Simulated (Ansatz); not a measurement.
# What Y2SOF2 (built on the sites of a database entry of YSF) distorts into

Which phase does Y2SOF2 (built on the sites of a database entry of YSF) fall into along its unstable mode, and how much energy does it gain?

Main program and level: Ansatz 0.2.0; DFT PBEsol, scalar-relativistic, plane waves, PAW.

The structure was built from a prototype and need not be the compound's stable phase.

**1. Starting point**

Symmetry: P4mm, No. 99, tetragonal system. Conventional cell: a = 3.465 Å, b = 3.465 Å, c = 7.101 Å, α = 90.00°, β = 90.00°, γ = 90.00°. Nearest to Y lie 4 F at 2.27 Å and 4 S at 2.70 Å. Y has 4 F at 2.46 Å and 4 O at 2.48 Å and 1 S at 2.74 Å nearest. Nearest to O lie 4 Y at 2.48 Å. Nearest to S lie 5 Y at 2.70 to 2.74 Å. Nearest to F lie 4 Y at 2.27 to 2.46 Å. Farther neighbours and most contacts between anions are not listed.

Structure file:

```cif
data_structure
_symmetry_space_group_name_H-M 'P4mm'
_symmetry_Int_Tables_number 99
_cell_length_a 3.4652
_cell_length_b 3.4652
_cell_length_c 7.1008
_cell_angle_alpha 90.000
_cell_angle_beta 90.000
_cell_angle_gamma 90.000
_cell_volume 85.26
loop_
_atom_site_label
_atom_site_type_symbol
_atom_site_symmetry_multiplicity
_atom_site_Wyckoff_symbol
_atom_site_fract_x
_atom_site_fract_y
_atom_site_fract_z
_atom_site_occupancy
Y1 Y 1 a 0.00000 0.00000 0.20227 1
Y2 Y 1 b 0.50000 0.50000 0.74879 1
O1 O 1 a 0.00000 0.00000 0.69510 1
S1 S 1 b 0.50000 0.50000 0.36312 1
F1 F 2 c 0.00000 0.50000 0.99536 1
```

**2. Response at finite wavevector**

The cell comes from relaxations at this level that are not shown. The mesh has a single point along some directions, so zone-edge points there are not solved. Linear response on a 2×2×1 q mesh gives force constants as far as a supercell of that size would, and the tensors from the zone-centre run are typed in so that the long-range dipole term is interpolated apart.

input.yaml

```yaml
crystal:
  lattice:
    - [3.4651963628, 0.0, 0.0]
    - [0.0, 3.4651963628, 0.0]
    - [0.0, 0.0, 7.1008233715]
  atoms:
    - { symbol: "Y", position: [0.0, 0.5, 0.2022743338] }
    - { symbol: "Y", position: [0.5, 0.0, 0.7487887792] }
    - { symbol: O, position: [0.0, 0.5, 0.6950974598] }
    - { symbol: S, position: [0.5, 0.0, 0.3631213668] }
    - { symbol: F, position: [0.0, 0.0, -0.0046409698] }
    - { symbol: F, position: [0.5, 0.5, -0.0046409698] }
kpoints:
  mp_grid: { grid: [8, 8, 4] }
hamiltonian:
  xc: pbesol
scf:
  occupations: { method: fixed }
output:
  eigenvalues: true
phonons:
  method: dfpt
  qmesh: [2, 2, 1]
  temperatures: { t_max: 1000, t_step: 50 }
  qpath:
    path:
      - [[0.0, 0.0, 0.0], [0.0, 0.5, 0.0], [0.5, 0.5, 0.0], [0.0, 0.0, 0.0], [0.0, 0.0, 0.5], [0.0, 0.5, 0.5], [0.5, 0.5, 0.5], [0.0, 0.0, 0.5]]
      - [[0.0, 0.5, 0.0], [0.0, 0.5, 0.5]]
      - [[0.5, 0.5, 0.0], [0.5, 0.5, 0.5]]
    npoints: 10
  non_analytic_term:
    high_frequency_dielectric_tensor: [[5.421, 0.0, 0.0], [0.0, 5.421, 0.0], [0.0, 0.0, 4.3488]]
    born_effective_charges:
      - { species: "Y", tensor: [[3.8837, 0.0, 0.0], [0.0, 3.8837, 0.0], [0.0, 0.0, 3.3588]] }
      - { species: "Y", tensor: [[4.0958, 0.0, 0.0], [0.0, 4.0958, 0.0], [0.0, 0.0, 4.0153]] }
      - { species: O, tensor: [[-3.1732, 0.0, 0.0], [0.0, -3.1732, 0.0], [0.0, 0.0, -1.6871]] }
      - { species: S, tensor: [[-2.2778, 0.0, 0.0], [0.0, -2.2778, 0.0], [0.0, 0.0, -1.4452]] }
      - { species: F, tensor: [[-1.0701, 0.0, 0.0], [0.0, -1.4585, 0.0], [0.0, 0.0, -2.121]] }
      - { species: F, tensor: [[-1.4585, 0.0, 0.0], [0.0, -1.0701, 0.0], [0.0, 0.0, -2.121]] }
    source: "zone-centre run at this cell"
```

Run with:

```console
ansatz run input.yaml --threads 8 --pin off --max-ram 14336MiB --backend cpu --events-out ev --progress --plain --runs-dir out
```

Numbers of over 12 decimals in the logs are rounded to 6 here.

The log of the run:

```text
Warning: phonons: the dynamical matrix that this run interpolates holds no multipole term above the dipole-dipole one, and a site of this crystal is no centre of inversion, so its interpolated transverse optical and acoustic branches and sound speeds can stay off near Gamma, and the density of states and the thermodynamics with them. What a run solves at a wave vector of phonons.qpoints, Gamma apart, where the deck admits one, is free of this, and under fd what a larger phonons.supercell samples
Engine: ansatz 0.2.0, aarch64-unknown-linux-gnu
Pseudopotentials: kind: paw
Pseudopotential: Y, paw, valence charge 11, recommended cutoff 420 eV (normal), Y.paw.azcp
Pseudopotential: O, paw, valence charge 6, recommended cutoff 420 eV (normal), O.paw.azcp
Pseudopotential: S, paw, valence charge 6, recommended cutoff 420 eV (normal), S.paw.azcp
Pseudopotential: F, paw, valence charge 7, recommended cutoff 420 eV (normal), F.paw.azcp
Functional definition: PBEsol
  exchange = pbesol_x
  correlation = pbesol_c
Crystal: 6 atoms, lattice volume = 85.264 Å³
Basis set: ecut = 420 eV, 1643 PW (Γ), exchange–correlation on 48×48×96 points (8 copies of the dense FFT grid, shifted against one another)
Bands: 30, of which v1, the nominal top of the filled ones, is band 24 counted from 1 (23 counted from 0)
Symmetry: 8 space group operations
k-points: 45 of 256 (time reversal used)
Non-local potential: Y, projectors of the file, l = 0: 3, l = 1: 2, l = 2: 2, l = 3: 1
Non-local potential: O, projectors of the file, l = 0: 2, l = 1: 2, l = 2: 1
Non-local potential: S, projectors of the file, l = 0: 2, l = 1: 2, l = 2: 2
Non-local potential: F, projectors of the file, l = 0: 2, l = 1: 2, l = 2: 1
PAW form: soft (Blöchl's): semilocal exchange-correlation on the pseudo side does not see the compensation charge
PAW frozen core: Y, regenerated for the run's functional, and the local potential with it (the file was generated under x = pbe(κ = 0.804, μ = 0.219515), c = pbe(β = 0.066725))
PAW frozen core: O, regenerated for the run's functional, and the local potential with it (the file was generated under x = pbe(κ = 0.804, μ = 0.219515), c = pbe(β = 0.066725))
PAW frozen core: S, regenerated for the run's functional, and the local potential with it (the file was generated under x = pbe(κ = 0.804, μ = 0.219515), c = pbe(β = 0.066725))
PAW frozen core: F, regenerated for the run's functional, and the local potential with it (the file was generated under x = pbe(κ = 0.804, μ = 0.219515), c = pbe(β = 0.066725))
PAW one-centre angular grid: Y, 590 points (default); XC on 64 Gauss nodes
PAW one-centre angular grid: O, 110 points (default); XC on 64 Gauss nodes
PAW one-centre angular grid: S, 110 points (default); XC on 64 Gauss nodes
PAW one-centre angular grid: F, 110 points (default); XC on 64 Gauss nodes
Initial density: superposition of atomic densities (neutral atoms: chi_scale 0, normalization atom), corrected by the library's trained network
Initial wavefunctions: pseudopotential atomic-orbital guess
Functional: x = pbesol(κ = 0.804, μ = 0.123457), c = pbesol(β = 0.046)
SCF iter   1: F=—  HF=-10648.353211 eV  |F-HF|=—  |Δ(HF+E_count)|=         —  Δρ=1.57e-2  dr2=1.70e-1  ethr=1.77e-3  ⟨swp⟩=5.0  Hψ=5246  notcnv=0  defer=167
preconditioner: auto → none  [insulator: Δε(μ)=1.627 eV  Ē_g=15.981 eV  n_scr=16 (ndim 8)  ℏωp=26.7 eV  f_vac=0.000  ε∞_Penn≈3.8]
SCF iter   2: F=—  HF=-10648.344627 eV  |F-HF|=—  |Δ(HF+E_count)|=   8.58e-3  Δρ=1.32e-2  dr2=1.39e-1  ethr=3.54e-4  ⟨swp⟩=2.2  Hψ=2771  notcnv=0  defer=177
SCF iter   3: F=—  HF=-10648.314136 eV  |F-HF|=—  |Δ(HF+E_count)|=   3.05e-2  Δρ=2.12e-3  dr2=3.00e-3  ethr=2.89e-4  ⟨swp⟩=2.0  Hψ=2010  notcnv=0  defer=174
SCF iter   4: F=—  HF=-10648.314028 eV  |F-HF|=—  |Δ(HF+E_count)|=   1.08e-4  Δρ=9.18e-4  dr2=3.78e-4  ethr=6.24e-6  ⟨swp⟩=2.0  Hψ=2319  notcnv=0  defer=180
SCF iter   5: F=—  HF=-10648.314254 eV  |F-HF|=—  |Δ(HF+E_count)|=   2.26e-4  Δρ=3.42e-4  dr2=8.46e-5  ethr=7.87e-7  ⟨swp⟩=2.7  Hψ=2278  notcnv=0  defer=180
SCF iter   6: F=—  HF=-10648.314267 eV  |F-HF|=—  |Δ(HF+E_count)|=   1.39e-5  Δρ=1.11e-4  dr2=5.59e-6  ethr=1.76e-7  ⟨swp⟩=2.0  Hψ=1826  notcnv=0  defer=65
SCF iter   7: F=—  HF=-10648.314269 eV  |F-HF|=—  |Δ(HF+E_count)|=   1.67e-6  Δρ=3.17e-5  dr2=1.33e-6  ethr=1.16e-8  ⟨swp⟩=2.0  Hψ=2227  notcnv=0  defer=64
SCF iter   8: F=—  HF=-10648.314267 eV  |F-HF|=—  |Δ(HF+E_count)|=   1.76e-6  Δρ=1.07e-5  dr2=3.80e-8  ethr=2.77e-9  ⟨swp⟩=2.0  Hψ=1790  notcnv=0  defer=64
SCF iter   9: F=—  HF=-10648.314267 eV  |F-HF|=—  |Δ(HF+E_count)|=   2.26e-8  Δρ=3.22e-6  dr2=4.60e-9  ethr=7.91e-11  ⟨swp⟩=2.0  Hψ=1906  notcnv=0  defer=64
SCF iter  10: F=—  HF=-10648.314267 eV  |F-HF|=—  |Δ(HF+E_count)|=   1.82e-9  Δρ=3.74e-7  dr2=4.72e-11  ethr=9.59e-12  ⟨swp⟩=2.1  Hψ=1942  notcnv=0  defer=64
SCF iter  11: F=-10648.314267 eV  HF=-10648.314267 eV  |F-HF|=3.64e-12  |Δ(HF+E_count)|=  6.18e-11  Δρ=8.56e-8  dr2=5.15e-12  ethr=1.00e-12  ⟨swp⟩=12.3  Hψ=7345  notcnv=0
SCF 1 converged in 11 iterations: F = -10648.314267 eV  dr2 = 5.15e-12
  greatest PAW one-centre occupation: 0.993 electrons in one spin orbital (limit 2), on the Y atom at site 0 (counted from 0), in its partial waves of l = 0
NSCF: frozen V_eff on 45 k-points
NSCF: frozen V_eff on 75 k-points
DFPT response loops at q = (0, 0, 0) (fractional): preconditioner auto → Resta (q_TF=auto, 2.479 Å⁻¹)  ε∞=5.7 (no band partly filled); β = 1.00, the filter's whole step (`scf.mixing.beta` (0.50) is not read by the response loops at its default; to damp them type it under 1.00, their step now; it binds the ground state too); Broyden in place of MSR1
NSCF: frozen V_eff on 150 k-points
DFPT response loops at q = (0, -0.5, 0) (fractional): mixed as the last ones told, above
NSCF: frozen V_eff on 150 k-points
DFPT response loops at q = (-0.5, -0.5, 0) (fractional): mixed as the last ones told, above
SCF converged after 11 iterations
Free energy (F): -10648.314267 eV
Harris-Foulkes:  -10648.314267 eV  (|F-HF|=3.64e-12)
Internal energy: -10648.314267 eV  (E = F + TS)
E sigma→0 (E₀):  -10648.314267 eV
Fermi energy:    9.481547 eV
--- Per-component energies (eV) ---
  E_band       = -191.150720
  E_kinetic    = 1307.846387
  E_local      = -2894.514927  (includes V_loc(G=0)·N_el)
  E_nonlocal   = 326.216440
  E_hartree    = 1068.418688
  E_xc         = -674.633791
  E_vxc        = -786.667623  (∫ρ·V_xc dr)
  E_paw        = -6670.262122  (= ΣΔE_a)
  E_vpaw       = -280.874790  (= ΣTr[D̂ρ^β])
  E_aug_tail   = 0.006426  (compensation charges beyond the density's cutoff)
  E_ewald      = -3111.871037
  E_core_change = 0.479668  (= ΣΔE_core)
  E_smearing   = -0.000000  (= −TS)
  E_closure    = -0.000000  (closes the sum)
  Σ components = -10648.314267   (vs F -10648.314267, Δ=0.00e0)
--- Band table (eV; the first three rows and the last of 45) ---
  k-point 0: bands = [... 20 lower, 8.5995, 9.3202, 9.3202, 9.4815, 11.3253, 12.9058, 13.5081, 14.6822, ... 2 higher]
  k-point 1: bands = [... 20 lower, 8.6417, 9.2771, 9.2771, 9.2933, 11.4523, 12.7193, 13.5857, 14.6908, ... 2 higher]
  k-point 2: bands = [... 20 lower, 8.6905, 9.1083, 9.2277, 9.2277, 11.6268, 12.4880, 13.6571, 14.6998, ... 2 higher]
  k-point 44: bands = [... 20 lower, 7.8686, 8.3196, 8.3196, 9.0653, 14.4308, 14.4308, 14.6755, 15.2378, ... 2 higher]
--- Phonons (Γ-DFPT): 11 representative perturbations + reference (Σ response iterations 33) ---
  ASR residual: 6.554e-5 → 0.000e0 eV/Å²; symmetrization residual: 3.109e-6 eV/Å²
  ASR residual per site (eV/Å²): 2.76e-5 1.40e-5 3.95e-5 4.57e-5 6.55e-5 6.55e-5
  Γ frequencies (cm⁻¹): -124.43 -124.43 0.00 0.00 0.00 124.39 124.39 204.30 223.04 223.04 254.97 271.68 283.80 283.80 339.38 434.55 434.55 438.99
--- Phonons (arbitrary-q DFPT): 3 irreducible q on the 2×2×1 mesh ---
  q = [0.0000, 0.0000, 0.0000] (star 1, of the zone-centre solve; hermiticity 4.05e-7, symmetrization 1.98e-13): -124.43 -124.43 -0.00 -0.00 0.00 124.39 124.39 204.30 223.04 223.04 254.97 271.68 283.80 283.80 339.38 434.55 434.55 438.99
  q = [0.0000, -0.5000, 0.0000] (star 2, 18 solved perturbations on 75 of 256 k-point pairs; hermiticity 2.57e-7, symmetrization 2.36e-8): -63.43 107.47 147.22 154.66 185.12 222.06 240.39 245.77 250.61 260.22 297.52 305.46 313.72 327.19 365.13 390.95 419.94 429.81
  q = [-0.5000, -0.5000, 0.0000] (star 1, 11 solved perturbations in 705 linear systems a pass and spin channel, the states on 75 of 256 k-point pairs; hermiticity 5.08e-7, symmetrization 1.85e-8): -117.96 -117.96 63.44 112.41 122.79 204.32 204.32 238.23 238.23 248.05 296.22 301.42 320.72 320.72 348.36 348.36 423.73 494.25
  sum rule: each row above includes the acoustic sum rule's correction from the zone centre's row sums; it moved no ω² by more than (0.97 cm⁻¹)²
  mesh force constants: q→R imaginary residual 0.00e0; ASR residual 6.554e-5 → 0.000e0 eV/Å²; symmetrization residual 7.105e-15 eV/Å²
  interpolated dispersion: 94 rows × 18 modes
  density of states and harmonic sums: on the 18×18×9 q-mesh, interpolated from the force constants of a 2×2×1 supercell (with the dipole–dipole term of supplied tensors)
  largest difference from the sums on the solved wave vectors: F 1.90e-1 eV, S 2.80e-4 and C_V 8.96e-5 eV/K
  zero-point energy: 0.274436 eV/cell   skipped modes (ω ≤ 0): 348, of them read as no rigid motion or as one in doubt: 345 (1.205e0 modes/cell left out, lowest -124.43 cm⁻¹)   left out of the sums: 6.70e-2 of the cell's modes: C_V's classical limit lies that fraction below 3 k_B per atom; for a crystal, a wire or a layer, F and S can be off by more, and a phonons.interpolated_qmesh denser along its periods is the remedy for the sampling
```

Run time: 74 s. Hardware: 8 threads of Arm Neoverse V2, shared host; peak memory 0.92 GiB.

This step gave:

| Quantity | Value |
| --- | --- |
| gap on the k-mesh | 1.844 eV |
| volume per atom | 14.21 Å³ |
| sum-rule residual before enforcement | 6.55e-5 eV/Å² |
| point group | 4mm |
| highest optical mode at the zone centre (no LO-TO term) | 439.0 cm⁻¹ |
| lowest optical zone-centre mode | -124.4 cm⁻¹ |
| lowest mode on the q mesh (acoustic modes at Γ apart) | -124.4 cm⁻¹ |
| highest frequency at a solved wavevector (no LO-TO term at Γ) | 494.2 cm⁻¹ |

Frequencies (cm⁻¹) solved at each irreducible wavevector; negative means imaginary. Frequencies by wavevector, by row:

```csv
q in reciprocal lattice units,star,mode 1,mode 2,mode 3,mode 4,mode 16,mode 17,mode 18
0 0 0,1,-124.4,-124.4,0,0,434.6,434.6,439
0 -0.5 0,2,-63.4,107.5,147.2,154.7,390.9,419.9,429.8
-0.5 -0.5 0,1,-118,-118,63.4,112.4,348.4,423.7,494.2
```

Symmetry leaves 3 wavevectors to solve. The lowest mode among them, the acoustic zeros apart, lies at Γ and is imaginary, 124.4i cm⁻¹, so the energy falls along it.

**3. The mode frozen in, largest atomic shift 0 Å**

The mode followed lies at Γ with frequency 124.4i cm⁻¹ and is 2-fold degenerate, the softest among the wavevectors solved. At small amplitude the distorted cell has space group no. 8 by a symmetry search on the positions. The undistorted cell that holds it gives the zero of energy on the same k mesh.

input.yaml

```yaml
crystal:
  lattice:
    - [3.4651963628, 0.0, 0.0]
    - [0.0, 3.4651963628, 0.0]
    - [0.0, 0.0, 7.1008233715]
  atoms:
    - { symbol: "Y", position: [0.0, 0.5, 0.2022743338] }
    - { symbol: "Y", position: [0.5, 0.0, 0.7487887792] }
    - { symbol: O, position: [0.0, 0.5, 0.6950974598] }
    - { symbol: S, position: [0.5, 0.0, 0.3631213668] }
    - { symbol: F, position: [0.0, 0.0, 0.9953590302] }
    - { symbol: F, position: [0.5, 0.5, 0.9953590302] }
kpoints:
  mp_grid: { grid: [8, 8, 4] }
hamiltonian:
  xc: pbesol
scf:
  occupations: { method: gaussian, width: 0.02 }
output:
  forces: true
  stress: true
  eigenvalues: true
```

The log of the run:

```text
[...]
Crystal: 6 atoms, lattice volume = 85.264 Å³
Basis set: ecut = 420 eV, 1643 PW (Γ), exchange–correlation on 48×48×96 points (8 copies of the dense FFT grid, shifted against one another)
Bands: 30, of which v1, the nominal top of the filled ones, is band 24 counted from 1 (23 counted from 0)
Symmetry: 8 space group operations
[...]
k-points: 45 of 256 (time reversal used)
[...]
k-point 0: bands = [... 20 lower, 8.5994, 9.3201, 9.3201, 9.4815, 11.3253, 12.9058, 13.5081, 14.6821, ... 1 higher]
  k-point 1: bands = [... 20 lower, 8.6417, 9.2771, 9.2771, 9.2933, 11.4523, 12.7193, 13.5857, 14.6908, ... 1 higher]
  k-point 2: bands = [... 20 lower, 8.6905, 9.1082, 9.2276, 9.2276, 11.6268, 12.4880, 13.6571, 14.6997, ... 1 higher]
  k-point 44: bands = [... 20 lower, 7.8686, 8.3196, 8.3196, 9.0653, 14.4308, 14.4308, 14.6755, 15.2378, ... 1 higher]
[key lines of the parts left out:]
SCF converged after 7 iterations
Free energy (F): -10648.314267 eV
Fermi energy:    10.403423 eV
P = ⅓ Tr σ = 0.0006 GPa (0.006 kbar)
```

It took 1.3 s on 8 threads; peak memory 0.44 GiB; 8.8 s of CPU time.

Numbers from this step:

```yaml
pressure: 5.66e-4 GPa
energy_from_the_undistorted_cell: 0 meV/atom
```

At this level the gap is 1.84 eV on the k-mesh of the self-consistent run, which can miss the band edges.

**4. The mode frozen in, largest atomic shift 0.14 Å**

The atoms are moved along the unstable eigenvector, the largest shift by 0.14 Å, with the cell fixed.

input.yaml, the sections that differ from step 3:

```yaml
crystal:
  lattice:
    - [3.4651963628, 0.0, 0.0]
    - [0.0, 3.4651963628, 0.0]
    - [0.0, 0.0, 7.1008233715]
  atoms:
    - { symbol: "Y", position: [-0.0026899141, 0.4973100859, 0.2022743338] }
    - { symbol: "Y", position: [0.5104978919, 0.0104978919, 0.7487887792] }
    - { symbol: O, position: [-0.028568352, 0.471431648, 0.6950974598] }
    - { symbol: S, position: [0.4958947855, -0.0041052145, 0.3631213668] }
    - { symbol: F, position: [-0.00116116, -0.0043917574, 0.9953590302] }
    - { symbol: F, position: [0.4956082426, 0.49883884, 0.9953590302] }
# kpoints, hamiltonian, scf, output: as in step 3
```

The log of the run:

```text
[...]
Crystal: 6 atoms, lattice volume = 85.264 Å³
Basis set: ecut = 420 eV, 1643 PW (Γ), exchange–correlation on 48×48×96 points (8 copies of the dense FFT grid, shifted against one another)
Bands: 30, of which v1, the nominal top of the filled ones, is band 24 counted from 1 (23 counted from 0)
Symmetry: 2 space group operations
[...]
k-points: 78 of 256 (time reversal used)
[...]
k-point 0: bands = [... 20 lower, 8.5289, 9.2469, 9.2635, 9.4451, 11.4499, 13.0639, 13.5302, 14.6832, ... 1 higher]
  k-point 1: bands = [... 20 lower, 8.5671, 9.1790, 9.2104, 9.3020, 11.5576, 12.8925, 13.6042, 14.6904, ... 1 higher]
  k-point 2: bands = [... 20 lower, 8.6089, 9.0275, 9.1694, 9.2246, 11.6981, 12.6909, 13.6719, 14.6969, ... 1 higher]
  k-point 77: bands = [... 20 lower, 7.8691, 8.2852, 8.3177, 8.9965, 14.4063, 14.4538, 14.7544, 15.2703, ... 1 higher]
[key lines of the parts left out:]
SCF converged after 7 iterations
Free energy (F): -10648.325596 eV
Fermi energy:    10.447481 eV
P = ⅓ Tr σ = 0.6496 GPa (6.496 kbar)
```

Wall time 2.2 s (8 threads); peak memory 0.49 GiB.

This step gave:

| Quantity | Value |
| --- | --- |
| pressure | 0.6496 GPa |
| gap on the k-mesh | 2.005 eV |
| energy from the undistorted cell | -1.888 meV/atom |

The energy, extrapolated to zero smearing, is -1.89 meV/atom against the undistorted cell.

The run ends at a pressure of 0.65 GPa, with forces up to 0.15 eV/Å.

**5. Energy along the mode, all amplitudes (two of the runs are shown above)**

An imaginary frequency means negative curvature, so the energy should fall and then rise again as anharmonic terms take over.

This step gave:

```
depth at the lowest point sampled  : 1.888 meV/atom
largest atomic shift at that point : 0.14 Å
```

Energy from the parent against largest atomic shift:

```csv
largest atomic shift (Å),energy from the parent (meV/atom)
0.000,0
0.040,-0.221
0.080,-0.813
0.140,-1.89
0.220,-1.40
0.320,10.6
```

Displacement at unit largest shift by atom:

```csv
atom,x (Å),y (Å),z (Å),size
Y1,-0.067,-0.067,0.000,0.095
Y2,0.260,0.260,0.000,0.368
O3,-0.707,-0.707,0.000,1.000
S4,-0.102,-0.102,0.000,0.144
F5,-0.029,-0.109,0.000,0.113
F6,-0.109,-0.029,0.000,0.113
```

The lowest of the steps tried is at 0.14 Å, 1.89 meV/atom below the parent; the bottom of the well need not coincide with a step.

(Continued in part 2 of 3.)

[Logs are printed without paths, hosts, clocks, repeated set-up lines and the standing remarks that a program may print on its own settings, such as how far it seeks lower states.]

[Hosts, paths, dates, database ids (printed as entryN), source tags and the programs' standing remarks are cut or masked in the printed files.]
